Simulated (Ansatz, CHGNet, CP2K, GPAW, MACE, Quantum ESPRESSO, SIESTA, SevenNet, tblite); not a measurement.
# Running H-capped Ge nanowire along [001] with a Si core (65 atoms) with GPAW, part 2 of 2

Wanted: GPAW inputs and outputs for H-capped Ge nanowire along [001] with a Si core (65 atoms), checked against a plane-wave reference.

Program: GPAW 26.7.0; the method stands at each step. Banners, paths, timers and routine set-up lines are dropped from the logs unmarked, and long logs keep their key lines alone; longer cuts are marked.

So far. Step 4 (PBE, LCAO szp(dzp), h 0.2 Å): Against the first run (30 %), the force difference from the reference is 77 %, at 0.65 times the CPU time, with 445 basis functions against 621: the smaller basis costs accuracy. Step 5 (PBE, LCAO dzp, h 0.15 Å): Against the first run (30 %), the force difference from the reference is 30 %, at 1.5 times the CPU time: the change moves forces by 9.0 meV/Å r.m.s., so most of the difference comes from elsewhere.

## 6. RPBE, LCAO dzp, h 0.2 Å

Method: Kohn-Sham DFT, RPBE, PAW, atomic orbitals (dzp).

File run.py:

```python
import numpy as np
from ase.io import read
from gpaw import GPAW, FermiDirac

atoms = read("structure.xyz")
atoms.calc = GPAW(
    mode="lcao",
    basis="dzp",
    h=0.2,
    xc="RPBE",
    kpts={"size": (1, 1, 1), "gamma": True},
    occupations=FermiDirac(0.05),
    maxiter=200,
    symmetry={"point_group": False},
    txt="gpaw.txt",
)
energy = atoms.get_potential_energy(force_consistent=True)
forces = atoms.get_forces()
print(f"energy {energy:.6f} eV")
print("forces (eV/A)")
for i, (a, f) in enumerate(zip(atoms, forces)):
    print(f"{i:4d} {a.symbol:2s} {f[0]:10.5f} {f[1]:10.5f} {f[2]:10.5f}")
print(f"Fermi level {atoms.calc.get_fermi_level():.4f} eV")
for k in range(len(atoms.calc.get_ibz_k_points())):
    for s in range(atoms.calc.get_number_of_spins()):
        e = atoms.calc.get_eigenvalues(kpt=k, spin=s)
        n = np.searchsorted(e, atoms.calc.get_fermi_level())
        print(f"k {k} spin {s} levels about the Fermi level:", np.round(e[max(n - 6, 0):n], 4).tolist(), "|", np.round(e[n:n + 6], 4).tolist())
```

File structure.xyz:

```xyz
65
Lattice="26.50091 0.00000 0.00000 0.00000 26.50091 0.00000 0.00000 0.00000 5.65800" Properties=species:S:1:pos:R:3 pbc="T T T"
[... 65 atom lines left out: the same atoms as in the first run ...]
```

The run is started by

```
OMP_NUM_THREADS=1 python run.py > output.txt
```

The program printed:

```text
energy -239.610375 eV
forces (eV/A)
   0 Ge   -0.59946    0.60355   -0.56163
   1 Ge    0.76758    0.13926    0.30515
   2 Ge   -0.23204    1.03442   -1.02635
   3 Ge    0.27662    0.19789   -0.35160
   4 Ge    0.29172   -0.18830    0.09937
   5 Ge    0.62026    0.30020   -0.17087
[...]
62 H     1.13112   -0.01045    0.78305
  63 H     1.20814   -0.07102   -0.81848
  64 H     0.19889   -0.21244   -0.44382
Fermi level -1.5671 eV
k 0 spin 0 levels about the Fermi level: [-3.471, -3.4067, -2.9505, -2.933, -2.8302, -2.668] | [-0.4446, -0.3687, -0.3347, -0.2871, -0.1606, -0.1]
```

gpaw.txt:

```text
Input parameters:
  mode=LCAO(),
  basis={'default': 'dzp'},
  h=0.2,
  kpts=MonkhorstPack(size=(1, 1, 1), gamma=True),
  maxiter=200,
  occupations=Occupations(name='fermi-dirac', width=0.05, fixmagmom=False),
[... lines left out ...]
  Fermi-Dirac:
[... lines left out ...]
convergence criteria:
- Maximum [total energy] change in last 3 cyles: 0.0005 eV / valence electron
[... lines left out ...]
Converged in 12 steps
[... lines left out ...]
  Free energy:    -239.610375
[... lines left out ...]
Fermi level: -1.567
[... lines left out ...]
|        ... |               |           |
|        109 |         1.132 |     0.000 |
Gap: 2.223 eV
Transition (v -> c):
  (s=0, k=0, n=87, [0.00, 0.00, 0.00]) -> (s=0, k=0, n=88, [0.00, 0.00, 0.00])
No difference between direct/indirect transitions
Force computation time: 10.924  # s
timing:  # [seconds]
  Total:  96.508  # ━━━━━━━━━━━━━━━━━━━━━━━━━━━━━━━━━━━━━━━━━━━━━━━━━━━━━━━━━
  Init:   11.287  # ━━━━━━╸
  SCF:    74.268  # ━━━━━━━━━━━━━━━━━━━━━━━━━━━━━━━━━━━━━━━━━━━━
  Forces: 10.924  # ━━━━━━╸
```

The job ended after 98 s (1 thread of Arm Neoverse V1, shared host; peak memory 1.7 GiB).

Numbers from this run, and their distance from the reference:

```yaml
r_m_s_force_component: 0.6834 eV/Å
r_m_s_difference_of_force_components: 173.6 meV/Å
longest_difference_of_force_vectors: 586.1 meV/Å
force_difference_over_r_m_s_force: 30.87 %
slope_of_forces_against_the_reference_s: 1.19
correlation_of_force_components: 0.9798
spacing_of_highest_filled_and_lowest_empty_level: 2.223 eV
gap_difference: 0.1719 eV
```

Against the first run (30 %), the force difference from the reference is 31 %, at 0.78 times the CPU time; the model has changed, so this is no error of the program alone.

The difference per atom is largest on H (0.42 eV/Å on average, against 0.13 on Ge).

## 7. All runs compared

Differences are against the plane-wave reference, forces as r.m.s. over components; share is that over the reference's r.m.s. force, slope the least-squares factor from reference forces to these. Total energies of different programs have different zeros and aren't compared.

```csv
run,"Δ force, r.m.s. (meV/Å)",share (%),slope,Δ gap (eV),cores,CPU time,memory (GiB)
reference,-,-,-,-,4,2.8 min,3.6
"GPAW PBE, LCAO dzp, h 0.2 Å",171,30.3,1.188,0.107,1,2.1 min,1.7
"GPAW PBE, LCAO sz(dzp), h 0.2 Å (coarse)",801,142,1.815,0.338,1,50 s,1.5
"GPAW PBE, LCAO szp(dzp), h 0.2 Å (coarse)",435,77.4,1.465,0.417,1,82 s,1.7
"GPAW PBE, LCAO dzp, h 0.15 Å",171,30.3,1.191,0.106,1,3 min,3.7
"GPAW RPBE, LCAO dzp, h 0.2 Å",174,30.9,1.190,0.172,1,98 s,1.7
```

Rows marked coarse were listed beforehand as settings not expected to be converged; some can still land near the reference.

CPU time is summed over cores on a shared host, where runs went side by side, so it is rough. Symmetry, cutoffs, thresholds, outputs and thread counts weren't matched or tuned between programs; memory under MPI is the largest rank's times the ranks.

Within one program, basis, potentials and functional, energies share a zero. Each run against its twin at the usual cutoff or grid and solver:

```csv
run,twin,Δ energy (meV/atom),"Δ force, r.m.s. (meV/Å)",CPU time over the twin's
"GPAW PBE, LCAO dzp, h 0.15 Å","LCAO dzp, h 0.2 Å",-11.8,8.98,1.5
```

## 8. Results

```json
{
 "nearest in forces": "a tie at 30 % of 2 runs: GPAW PBE, LCAO dzp, h 0.2 Å; GPAW PBE, LCAO dzp, h 0.15 Å"
}
```

**Reading.** The PBE runs in local orbitals, coarse settings apart, differ by 30 % in each run; basis, grid and potentials can all enter. Rows with another functional or a dispersion term differ by 31 % (GPAW RPBE, LCAO dzp, h 0.2 Å), which mixes the change of model with differences of basis and potentials. Runs with settings chosen to be coarse differ by 77 % (GPAW PBE, LCAO szp(dzp), h 0.2 Å) to 142 % (GPAW PBE, LCAO sz(dzp), h 0.2 Å), their programs' other errors included. Of the electronic-structure runs that take under half the reference's CPU time, GPAW PBE, LCAO szp(dzp), h 0.2 Å comes nearest, at 77 % in 82 s against 2.8 min, too far off to be of use. GPAW PBE, LCAO dzp, h 0.15 Å stiffens the forces by a factor of 1.19 while following their directions (correlation 0.981). At the same functional, gaps differ from the reference's 2.05 eV by between +0.11 and +0.42 eV. These are spacings on the run's k-points, which needn't hold the band edges. The potentials hold different valence shells: 456 electrons in the reference, 176 in GPAW; this bears on time and differences. GPAW's setups keep the filled d shell of Ge in the core. The cell is under 6 Å thick along one periodic direction, so every atom has periodic images of itself close by, which move with it and show among its neighbours and in g(r). The electronic-structure runs sample only Γ, in a cell whose periodic width is 6 Å.

[Also dropped from logs without a mark: logging warnings of Python, and SIESTA's first energy breakdown and zero terms.]

[Logs are printed without paths, hosts, clocks, repeated set-up lines and the standing remarks that a program may print on its own settings, such as how far it seeks lower states.]

[Hosts, paths, dates, database ids (printed as entryN), source tags and the programs' standing remarks are cut or masked in the printed files.]
